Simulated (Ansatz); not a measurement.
# How many bands does the GW gap of SiO2 (P3_221) need?, part 2 of 2

Wanted: a G0W0 gap for SiO2 (P3_221) that is converged in bands and cutoff, or an estimate of the limit.

Ansatz 0.2.0; G0W0 on PBE, plane waves, PAW; PAW set soft_1. Known limits of the many-body steps: not at the basis limit; coarse k mesh.

So far. Step 4 (620 empty bands, screening to 180 eV): Against the run with 6×6×4 mesh, 288 empty bands, screening to 108 eV, PAW set soft_1 files, the gap moves by +0.20 eV. Step 5 (Changing the k mesh: 3×3×2 mesh, 288 empty bands …): Against the run with 6×6×4 mesh, 288 empty bands, screening to 108 eV, PAW set soft_1 files, the gap moves by +0.016 eV.

## (6) Changing the frequency model: 6×6×4 mesh, 288 empty bands, screening to 108 eV, plasmon pole, PAW set soft_1 files

A plasmon pole stands in for the full frequency dependence of the screening; this run shows what that costs in accuracy.

Contents of input.yaml:

```yaml
crystal:
  lattice:
    - [4.91636, 0.0, 0.0]
    - [-2.45818, 4.2576926541, 0.0]
    - [0.0, 0.0, 5.4084]
  atoms:
    - { symbol: Si, position: [0.46973, 0.0, 0.6666666667] }
    - { symbol: Si, position: [0.0, 0.46973, 0.3333333333] }
    - { symbol: Si, position: [0.53027, 0.53027, 0.0] }
    - { symbol: O, position: [0.41354, 0.26758, 0.78558] }
    - { symbol: O, position: [0.73242, 0.14596, 0.4522466667] }
    - { symbol: O, position: [0.85404, 0.58646, 0.1189133333] }
    - { symbol: O, position: [0.26758, 0.41354, 0.21442] }
    - { symbol: O, position: [0.14596, 0.73242, 0.5477533333] }
    - { symbol: O, position: [0.58646, 0.85404, 0.8810866667] }
kpoints:
  mp_grid: { grid: [6, 6, 4] }
hamiltonian:
  xc: pbe
  pseudopotentials: { kind: paw, azcp: { folder: soft_1 } }
scf:
  occupations: { method: fixed }
gw:
  n_empty_bands: 288
  ecut_chi: 108
  qp_bands: [v3, c3]
  qp_kpoints: band_edges
  screening: { model: godby_needs }
```

Command:

```sh
$ ansatz run input.yaml --threads 3 --pin off --max-ram 92160MiB --backend cuda --events-out ev --progress --plain --runs-dir out --devices 1 --max-vram 13GiB
```

Numbers of over 12 decimals in the logs are rounded to 6 here.

Log:

```text
GPUs: using 1 of 1 available (devices: 1).
[...]
GPU FFT provider: cuFFT
GPU libraries: cuBLAS 13.8.2, cuFFT 12.4.0, cuSOLVER 12.3.4
Crystal: 9 atoms, lattice volume = 113.211 Å³
Basis set: ecut = 420 eV, 2209 PW (Γ)
Bands: 33, of which v1, the nominal top of the filled ones, is band 24 counted from 1 (23 counted from 0)
Symmetry: 6 space group operations
[...]
k-points: 24 of 144 (time reversal used)
[...]
1    23      2.2799   -26.5713     4.3344   -20.5773  0.8157     0.6049     0.6203  root
[...]
22    24      2.3069   -26.5837     4.3146   -20.6233  0.8162     0.6461     0.6611  root
    22    25     11.4367    -9.8986    -3.9816   -15.7698  0.8538    13.3417    13.3262  root
    22    26     11.7413    -7.2968    -3.6167   -12.3425  0.8634    13.1789    13.1703  root
    22    27     12.1141    -8.5217    -3.6989   -13.8755  0.8571    13.7806    13.7690  root
[key lines of the parts left out:]
SCF converged after 8 iterations
Free energy (F): -5322.167110 eV
Fermi energy:    2.505009 eV
```

Run time: 1.8 min. Hardware: 1 × NVIDIA H100 80GB HBM3 (shared by 6 runs) with 3 threads of AMD EPYC 7R13 (Zen 3), shared host; peak memory 2.9 GiB; 3.8 min of CPU time.

This step gave:

| Property | Result |
| --- | --- |
| bands summed | 312 |
| plasmon-pole fit frequency | 24.18 eV |
| RPA ε∞ on this mesh (eigenvalues) | 2.347, 2.347, 2.376 |
| plane waves in the screening matrix | 303 |
| G0W0 gap on the mesh | 8.784 eV |
| k of the valence top | 0.3333, 0.3333, 0 |
| k of the conduction bottom | 0, 0, 0 |
| starting gap on the mesh | 5.993 eV |
| least direct G0W0 gap on the computed points | 9.170 eV |

Against the run with 6×6×4 mesh, 288 empty bands, screening to 108 eV, PAW set soft_1 files, the gap moves by −0.02 eV.

## (7) Changing the files: 6×6×4 mesh, 288 empty bands, screening to 108 eV, hard PAW files

Other atomic data (hard PAW) test the pseudisation: the cutoff goes from 420 to 930 eV, with the same valence electrons.

This step: G0W0 on PBE, plane waves, PAW.

input.yaml: that of step 6 with these lines changed.

```diff
@@ -19,3 +19,3 @@
   xc: pbe
-  pseudopotentials: { kind: paw, azcp: { folder: soft_1 } }
+  pseudopotentials: { kind: paw, source: ansatz }
 scf:
@@ -27,2 +27,2 @@
   qp_kpoints: band_edges
-  screening: { model: godby_needs }
+  screening: { model: contour_deformation }
```

Log:

```text
GPUs: using 1 of 1 available (devices: 1).
[...]
GPU FFT provider: cuFFT
GPU libraries: cuBLAS 13.8.2, cuFFT 12.4.0, cuSOLVER 12.3.4
Crystal: 9 atoms, lattice volume = 113.211 Å³
Basis set: ecut = 930 eV, 7287 PW (Γ)
Bands: 33, of which v1, the nominal top of the filled ones, is band 24 counted from 1 (23 counted from 0)
Symmetry: 6 space group operations
[...]
k-points: 24 of 144 (time reversal used)
[...]
1    23      2.2987   -26.5662     4.2901   -20.5694  0.8086     0.5683     0.5920  root
[...]
22    24      2.3254   -26.5764     4.2689   -20.6148  0.8092     0.6096     0.6327  root
    22    25     11.4499    -9.8743    -4.0307   -15.7617  0.8486    13.3283    13.3065  root
    22    26     11.7612    -7.2640    -3.6527   -12.3205  0.8580    13.1769    13.1650  root
    22    27     12.1276    -8.4783    -3.7474   -13.8536  0.8513    13.7723    13.7555  root
[key lines of the parts left out:]
SCF converged after 7 iterations
Free energy (F): -5321.878929 eV
Fermi energy:    2.523742 eV
```

The job ended after 2.7 min (1 × NVIDIA H100 80GB HBM3 (shared by 6 runs) with 3 threads; peak memory 2.4 GiB).

This step gave:

```
bands summed                                 : 312
RPA ε∞ on this mesh (eigenvalues)            : 2.344, 2.344, 2.373
plane waves in the screening matrix          : 303
G0W0 gap on the mesh                         : 8.828 eV
k of the valence top                         : 0.3333, 0.3333, 0
k of the conduction bottom                   : 0, 0, 0
starting gap on the mesh                     : 5.995 eV
least direct G0W0 gap on the computed points : 9.206 eV
```

Against the run with 6×6×4 mesh, 288 empty bands, screening to 108 eV, PAW set soft_1 files, the gap moves by +0.02 eV.

## (8) The runs together

Times are wall times on 1 × NVIDIA H100 80GB HBM3 (shared by 6 runs) with 3 threads of AMD EPYC 7R13 (Zen 3), shared host, good to a factor of about two.

```
 mesh           files            frequency  bands summed  cutoff (eV)  start (eV)  G0W0 (eV)     time  host memory (GiB)
6×6×4  PAW set soft_1  contour deformation           126           54       5.993      8.673     25 s                1.2
6×6×4  PAW set soft_1  contour deformation           312          108       5.993      8.806     53 s                1.7
6×6×4  PAW set soft_1  contour deformation           644          180       5.993      9.002  1.8 min                3.3
3×3×2  PAW set soft_1  contour deformation           312          108       5.993      8.822     15 s                1.2
6×6×4  PAW set soft_1         plasmon pole           312          108       5.993      8.784  1.8 min                2.9
6×6×4        hard PAW  contour deformation           312          108       5.995      8.828  2.7 min                2.4
```

How the two edges are built up, in eV (the quasiparticle level is the starting level plus Σx plus Σc less Vxc):

```
      run               edge  start      Σx     Σc     Vxc     Z    QP
126 bands        valence top   2.50  -26.84   4.49  -20.92  0.82  1.08
126 bands  conduction bottom   8.50   -7.84  -3.32  -12.42  0.87  9.75
312 bands        valence top   2.50  -26.84   4.28  -20.92  0.81  0.87
312 bands  conduction bottom   8.50   -7.84  -3.40  -12.42  0.87  9.67
644 bands        valence top   2.50  -26.84   4.02  -20.92  0.81  0.61
644 bands  conduction bottom   8.50   -7.84  -3.46  -12.42  0.87  9.61
```

## (9) Summary of results

```
126 bands, 54 eV                    : 8.673 eV
312 bands, 108 eV                   : 8.806 eV
644 bands, 180 eV                   : 9.002 eV
estimated limit in bands and cutoff : 9.19 eV
mesh and start                      : 6×6×4, PBE
```

A line in one over the bands through the two highest rungs gives 9.19 eV, +0.18 eV from the top rung; the pair below gives 8.90 eV, so the estimate is still climbing. The rungs stand 0.51 eV (126 bands), 0.38 eV (312 bands) and 0.18 eV (644 bands) from it. From 126 to 644 bands the gap moves by +0.33 eV while the time grows 4.4-fold. Σc changes by −0.47 eV at the valence top and −0.14 eV at the conduction bottom, so the valence edge carries most of the change. On the 3×3×2 mesh in place of 6×6×4 the gap differs by +0.02 eV, of which +0.00 eV is already in the start. The plasmon-pole model gives −0.02 eV against contour deformation, 1 % of the correction, and saved no time in this program. Hard PAW files move the gap by +0.02 eV at equal bands and cutoff, +0.002 eV of it in the start.

[Paths, hosts, dates, memory and timing lines, banners, echoed tables and standing remarks are left out of the program output.]

[Logs are printed without paths, hosts, clocks, repeated set-up lines and the standing remarks that a program may print on its own settings, such as how far it seeks lower states.]

[Runs of the session that timed out or met a known fault of the program may be left out.]

[Cells called generated may have been cut or substituted from an entry of the Crystallography Open Database or the Materials Project.]

[Hosts, paths, dates, database ids (printed as entryN), source tags and the programs' standing remarks are cut or masked in the printed files.]
